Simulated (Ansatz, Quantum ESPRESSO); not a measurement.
# DyAl3 (Pm-3m): zone-centre phonons

Wanted: the vibrations of DyAl3 (Pm-3m) at Γ, by two programs.

Method: DFT PBEsol, scalar-relativistic, plane waves, PseudoDojo norm-conserving, 4f in core pseudopotentials, in Quantum ESPRESSO 7.5.

Report form: the programs' logs are mostly left out.

## Step 1: The structure

Symmetry: Pm-3m, No. 221, cubic system. Conventional cell: a = 4.229 Å, b = 4.229 Å, c = 4.229 Å, α = 90.00°, β = 90.00°, γ = 90.00°. Nearest to Dy lie 12 Al at 2.99 Å. Nearest to Al lie 4 Dy at 2.99 Å and 8 Al at 2.99 Å. Farther neighbours are not listed.

Coordinates:

```
CELL_PARAMETERS angstrom
4.22854 0.00000 0.00000
0.00000 4.22854 0.00000
0.00000 0.00000 4.22854
ATOMIC_POSITIONS crystal
Dy 0.00000 0.00000 0.00000
Al 0.00000 0.50000 0.50000
Al 0.50000 0.00000 0.50000
Al 0.50000 0.50000 0.00000
```

## Step 2: A probe with smearing

Before anything dear is run, a loose run with smearing shows whether this is a metal and how far the cell is from rest.

Input file probe.in:

```
&CONTROL
  calculation = 'scf'
  prefix      = 'x'
  outdir      = './tmp'
  pseudo_dir  = './pseudo'
  tprnfor     = .true.
  tstress     = .true.
  verbosity   = 'high'
/
&SYSTEM
  ibrav       = 1
  celldm(1)   = 7.99078729
  nat         = 4
  ntyp        = 2
  ecutwfc     = 38.0
  input_dft   = 'pbesol'
  occupations = 'smearing'
  smearing    = 'gaussian'
  degauss     = 0.01
/
&ELECTRONS
  conv_thr         = 1.0d-07
  mixing_beta      = 0.7
  electron_maxstep = 100
/
ATOMIC_SPECIES
 Dy    162.5000  Dy.upf
 Al     26.9815  Al.upf
ATOMIC_POSITIONS crystal
 Dy     0.000000000   0.000000000   0.000000000
 Al     0.000000000   0.500000000   0.500000000
 Al     0.500000000   0.000000000   0.500000000
 Al     0.500000000   0.500000000   0.000000000
K_POINTS automatic
 4 4 4 0 0 0
```

Launch:

```
> OMP_NUM_THREADS=1 mpirun -n 4 pw.x -nk 4 -in probe.in > probe.out
```

Run time: 1.8 s. Hardware: 4 MPI ranks of Arm Neoverse V2, shared host.

Read from the output:

- volume per atom: 18.90 Å³
- pressure: -1.293 GPa
- gap on the k-mesh: 0 eV

No gap opens on this mesh, so smearing is kept; the start stands at -1.3 GPa.

## Step 3: Relaxation

Frequencies change by per cents with a per cent of volume, so the structure is first brought to rest at this level of theory.

Input file relax.in:

```
&CONTROL
  calculation   = 'vc-relax'
  prefix        = 'x'
  outdir        = './tmp'
  pseudo_dir    = './pseudo'
  tprnfor       = .true.
  tstress       = .true.
  forc_conv_thr = 2.0d-05
  etot_conv_thr = 1.0d-07
  nstep         = 40
/
&SYSTEM
  ibrav       = 1
  celldm(1)   = 7.99078729
  nat         = 4
  ntyp        = 2
  ecutwfc     = 38.0
  input_dft   = 'pbesol'
  occupations = 'smearing'
  smearing    = 'mv'
  degauss     = 0.02
/
&ELECTRONS
  conv_thr         = 1.0d-11
  mixing_beta      = 0.7
  electron_maxstep = 100
/
&IONS
/
&CELL
  press_conv_thr = 0.1
/
ATOMIC_SPECIES
 Dy    162.5000  Dy.upf
 Al     26.9815  Al.upf
ATOMIC_POSITIONS crystal
 Dy     0.000000000   0.000000000   0.000000000
 Al     0.000000000   0.500000000   0.500000000
 Al     0.500000000   0.000000000   0.500000000
 Al     0.500000000   0.500000000   0.000000000
K_POINTS automatic
 8 8 8 0 0 0
```

Launch:

```
> OMP_NUM_THREADS=1 mpirun -n 4 pw.x -nk 4 -in relax.in > relax.out
```

It took 18 s on 4 MPI ranks.

Relaxation path:

| step | energy less that of the first step (eV) | largest force (eV/Å) | pressure (GPa) | volume (Å³) |
| --- | --- | --- | --- | --- |
| 1 | 0.0000 | 0.0000 | -1.89 | 75.61 |
| 2 | -0.0067 | 0.0000 | -1.08 | 74.88 |
| 3 | -0.0099 | 0.0000 | 0.04 | 73.93 |
| 4 | -0.0099 | 0.0000 | 0.00 | 73.96 |
| 5 | -0.0099 | 0.0000 | 0.00 | 73.96 |
| 6 | -0.0029 | 0.0000 | -0.10 | 73.96 |

| conventional cell, symmetrised | before | after | change |
| --- | --- | --- | --- |
| a (Å) | 4.229 | 4.198 | -0.7 % |
| b (Å) | 4.229 | 4.198 | -0.7 % |
| c (Å) | 4.229 | 4.198 | -0.7 % |
| volume (Å³/atom) | 18.90 | 18.49 | -2.2 % |

The relaxed structure:

```
Dy Al
1.0
     4.19754    0.00000    0.00000
     0.00000    4.19754    0.00000
     0.00000    0.00000    4.19754
Dy Al
1 3
Direct
  0.00000 0.00000 0.00000
  0.00000 0.50000 0.50000
  0.50000 0.00000 0.50000
  0.50000 0.50000 0.00000
```

The last row of the table of steps is pw.x's closing run on a basis chosen anew for the final cell, so its energy can jump.

Read from the output:

```yaml
volume_per_atom: 18.49 Å³
pressure: -0.1020 GPa
```

The volume changes by -2.2 % from the cell with which this run began.

## Step 4: Self-consistent run for the response

The response is built on this ground state, so it is converged far tighter than an energy would need. Smearing stays on, as the first look found no gap above 0.3 eV.

Input file scf.in:

```
&CONTROL
  calculation = 'scf'
  prefix      = 'x'
  outdir      = './tmp'
  pseudo_dir  = './pseudo'
  tprnfor     = .true.
  tstress     = .true.
/
&SYSTEM
  ibrav       = 1
  celldm(1)   = 7.93220722
  nat         = 4
  ntyp        = 2
  ecutwfc     = 38.0
  input_dft   = 'pbesol'
  occupations = 'smearing'
  smearing    = 'mv'
  degauss     = 0.02
/
&ELECTRONS
  conv_thr         = 1.0d-12
  mixing_beta      = 0.7
  electron_maxstep = 100
/
ATOMIC_SPECIES
 Dy    162.5000  Dy.upf
 Al     26.9815  Al.upf
ATOMIC_POSITIONS crystal
 Dy     0.000000000   0.000000000   0.000000000
 Al     0.000000000   0.500000000   0.500000000
 Al     0.500000000   0.000000000   0.500000000
 Al     0.500000000   0.500000000   0.000000000
K_POINTS automatic
 8 8 8 0 0 0
```

Launch:

```
> OMP_NUM_THREADS=1 mpirun -n 4 pw.x -nk 4 -in scf.in > scf.out
```

Run time: 4.7 s. Hardware: 4 MPI ranks; 19 s of CPU time.

The cell stands at -0.10 GPa, close enough for phonons.

## Step 5: Zone-centre response

At q = 0 one unit cell holds all displacements; symmetry groups them into irreducible representations that are solved one by one. With smeared occupations no response to a homogeneous field can be asked.

Input file ph.in:

```
phonons
&INPUTPH
  prefix       = 'x'
  outdir       = './tmp'
  fildyn       = 'g.dyn'
  tr2_ph       = 1.0d-18
  alpha_mix(1) = 0.4
  nmix_ph      = 8
/
0.000000000 0.000000000 0.000000000
```

Launch:

```
> OMP_NUM_THREADS=1 mpirun -n 4 ph.x -nk 4 -in ph.in > ph.out
```

Run time: 70 s. Hardware: 4 MPI ranks.

Read from the output:

```yaml
largest_acoustic_frequency_at_the_zone_centre_before_the_sum_rule: -4.6 cm⁻¹
highest_optical_zone_centre_mode_no_lo_to_term: 286.4 cm⁻¹
lowest_optical_zone_centre_mode: 182.3 cm⁻¹
```

The acoustic modes at Γ come out as far as 4.6 cm⁻¹ from zero, where they should vanish, a small numerical error.

## Step 6: Modes with the sum rule

A rigid shift of the crystal must cost nothing, but grids and finite bases break this; the acoustic sum rule is imposed before the matrix is diagonalised again.

Input file dynmat.in:

```
&INPUT
  fildyn = 'g.dyn'
  asr    = 'simple'
  fileig = 'dynmat.eig'
/
```

Launch:

```
> dynmat.x -in dynmat.in > dynmat.out
```

It took 0.47 s on 1 thread.

Unit eigenvectors of the mass-weighted matrix after the sum rule; no LO-TO term. Modes at Γ, with each element's share of the kinetic energy:

| mode | frequency (cm⁻¹) | symmetry | Dy % | Al % |
| --- | --- | --- | --- | --- |
| 1 | 0.0 | acoustic | 67 | 33 |
| 2 | 0.0 | acoustic | 67 | 33 |
| 3 | 0.0 | acoustic | 67 | 33 |
| 4 | 182.4 | T1u | 18 | 82 |
| 5 | 182.4 | T1u | 18 | 82 |
| 6 | 182.4 | T1u | 18 | 82 |
| 7 | 254.9 | T2u | 0 | 100 |
| 8 | 254.9 | T2u | 0 | 100 |
| 9 | 254.9 | T2u | 0 | 100 |
| 10 | 286.4 | T1u | 15 | 85 |
| 11 | 286.4 | T1u | 15 | 85 |
| 12 | 286.4 | T1u | 15 | 85 |

Displacements in mode 4 (182.4 cm⁻¹), the largest set to 1:
```
Dy1 -0.19  0.01  0.00
Al2  1.00  0.00  0.00
Al3  0.08 -0.06  0.00
Al4  0.08  0.00  0.00
```

Displacements in mode 8 (254.9 cm⁻¹), the largest set to 1:
```
Dy1  0.00  0.00  0.00
Al2  0.00  0.14 -0.79
Al3  1.00  0.00  0.79
Al4 -1.00 -0.14  0.00
```

The rule moves no optical mode by more than 0.1 cm⁻¹.

## Step 7: Sum rules set otherwise: a sum rule for molecules or wires on a crystal

This rule also removes rotations, which suits molecules and not a crystal; it is tried to see the harm.

Input file dynmat.in:

```
&INPUT
  fildyn = 'g.dyn'
  asr    = 'zero-dim'
  fileig = 'dynmat.eig'
/
```

Launch:

```
> dynmat.x -in dynmat.in > dynmat.out
```

Run time: 0.47 s. Hardware: 1 thread.

The program raised no error, yet the settings are not those of a careful run.

The fault: a sum rule for molecules or wires on a crystal; 3 optical modes are projected out to zero frequency, as if they were rotations.

For a crystal the rule has to be 'simple' or 'crystal'.

Zone-centre frequencies as printed; negative means imaginary. Modes:

| mode | frequency (cm⁻¹) |
| --- | --- |
| 1 | 0 |
| 2 | 0 |
| 3 | 0 |
| 4 | 0 |
| 5 | 0 |
| 6 | 0 |
| 7 | 182.3 |
| 8 | 236.8 |
| 9 | 236.8 |
| 10 | 286.4 |
| 11 | 313.2 |
| 12 | 313.2 |

## Step 8: Sum rules set otherwise (asr crystal)

The rule can be imposed in more than one way; the choices should agree where the raw error is small.

Input file dynmat.in:

```
&INPUT
  fildyn = 'g.dyn'
  asr    = 'crystal'
  fileig = 'dynmat.eig'
/
```

Launch:

```
> dynmat.x -in dynmat.in > dynmat.out
```

Wall time 0.47 s (1 thread).

Zone-centre frequencies as printed; negative means imaginary. Modes:

| mode | frequency (cm⁻¹) |
| --- | --- |
| 1 | 0 |
| 2 | 0 |
| 3 | 0 |
| 4 | 182.3 |
| 5 | 182.3 |
| 6 | 182.3 |
| 7 | 254.9 |
| 8 | 254.9 |
| 9 | 254.9 |
| 10 | 286.4 |
| 11 | 286.4 |
| 12 | 286.4 |

Against the first rule no mode moves by more than 0.1 cm⁻¹.

## Step 9: A second program

A second program on the same cell, potentials, cutoff and meshes tests the implementation of the phonon response, not its convergence. Its k mesh is centred on Γ.

This step: DFT PBEsol, scalar-relativistic, plane waves, norm-conserving pseudopotentials, 4f in core (Ansatz 0.2.0).

Input file input.yaml:

```yaml
crystal:
  lattice:
    - [4.1975432929, 0.0, 0.0]
    - [0.0, 4.1975432929, 0.0]
    - [0.0, 0.0, 4.1975432929]
  atoms:
    - { symbol: Dy, position: [0.0, 0.0, 0.0] }
    - { symbol: Al, position: [0.0, 0.5, 0.5] }
    - { symbol: Al, position: [0.5, 0.0, 0.5] }
    - { symbol: Al, position: [0.5, 0.5, 0.0] }
kpoints:
  mp_grid: { grid: [8, 8, 8] }
hamiltonian:
  xc: pbesol
  pseudopotentials:
    kind: nc
    azcp: { Dy: "pseudopotentials/pbe/nc/lanthanide_3plus/Dy.nc.azcp" }
    accuracy: standard
scf:
  occupations: { method: cold, width: 0.27211 }
output:
  eigenvalues: true
basis:
  ecutwfc: 517.016
phonons:
  method: dfpt
```

Launch:

```
> ansatz run input.yaml --threads 4 --pin off --max-ram 8192MiB --backend cpu --events-out ev --progress --plain --runs-dir out
```

Elapsed: 11 s, on 4 threads; peak memory 0.91 GiB.

Numbers from this step:

* sum-rule residual before enforcement: 4.97e-5 eV/Å²
* lowest optical zone-centre mode: 182.4 cm⁻¹

## Step 10: Side by side: QE PseudoDojo and Ansatz, PseudoDojo

Numbers from this step:

| Item | Value |
| --- | --- |
| root-mean-square difference | 0.04 cm⁻¹ |
| largest difference | 0.07 cm⁻¹ |

Frequencies side by side, by row:

| q (reciprocal lattice) | mode | QE PseudoDojo (cm⁻¹) | Ansatz, PseudoDojo (cm⁻¹) |
| --- | --- | --- | --- |
| 0 0 0 | 1 | 0 | 0 |
| 0 0 0 | 2 | 0 | 0 |
| 0 0 0 | 3 | 0 | 0 |
| 0 0 0 | 4 | 182.3 | 182.4 |
| 0 0 0 | 5 | 182.3 | 182.4 |
| 0 0 0 | 6 | 182.3 | 182.4 |
| 0 0 0 | 7 | 254.9 | 254.9 |
| 0 0 0 | 8 | 254.9 | 254.9 |
| 0 0 0 | 9 | 254.9 | 254.9 |
| 0 0 0 | 10 | 286.4 | 286.4 |
| 0 0 0 | 11 | 286.4 | 286.4 |
| 0 0 0 | 12 | 286.4 | 286.4 |

At the zone centre the largest difference (acoustic modes at Γ apart) is 0.02 % of the highest mode.

## Step 11: What came out

```json
{"space group after relaxation": "Pm-3m", "volume per atom": "18.5 Å³", "highest optical zone-centre mode (no LO-TO term)": "286.4 cm⁻¹", "lowest optical zone-centre mode": "182.3 cm⁻¹", "imaginary optical modes at the zone centre (no q mesh in this session)": "none", "largest difference from Ansatz, PseudoDojo": "0.07 cm⁻¹"}
```

At the PBEsol level the optical modes of DyAl3 (Pm-3m) at the zone centre run from 182 to 286 cm⁻¹. Of the 9 optical modes, 6 are infrared active alone and 3 are silent. QE PseudoDojo and Ansatz, PseudoDojo agree to 0.07 cm⁻¹ (0.02 % of the highest mode compared) on all solved modes but the acoustic ones at Γ, without the LO-TO term. These are harmonic frequencies at zero temperature: anharmonic shifts and linewidths and thermal expansion are left out. Spin-orbit coupling is left out, which can matter for the heavy elements here. In a metal the frequencies hang on the k mesh and the smearing, most of all near Kohn anomalies. The 4f electrons are frozen in the core as for a trivalent ion, in files made for PBE, so their moments and any magnetic order are left out. The relaxation ran at 38 Ry, under the 46 Ry recommended for these files; the stress of so short a basis can leave the cell about one per cent too small. Ansatz warns that the cutoff lies 17 % under the one recommended for these files; agreement at one cutoff is not convergence. The structure comes from a database and need not be the phase that is stable at ambient conditions.

[Host names and launcher messages were left out of these logs when they were recorded.]

[Logs are printed without paths, hosts, clocks, repeated set-up lines and the standing remarks that a program may print on its own settings, such as how far it seeks lower states.]

[Hosts, paths, dates, database ids (printed as entryN), source tags and the programs' standing remarks are cut or masked in the printed files.]
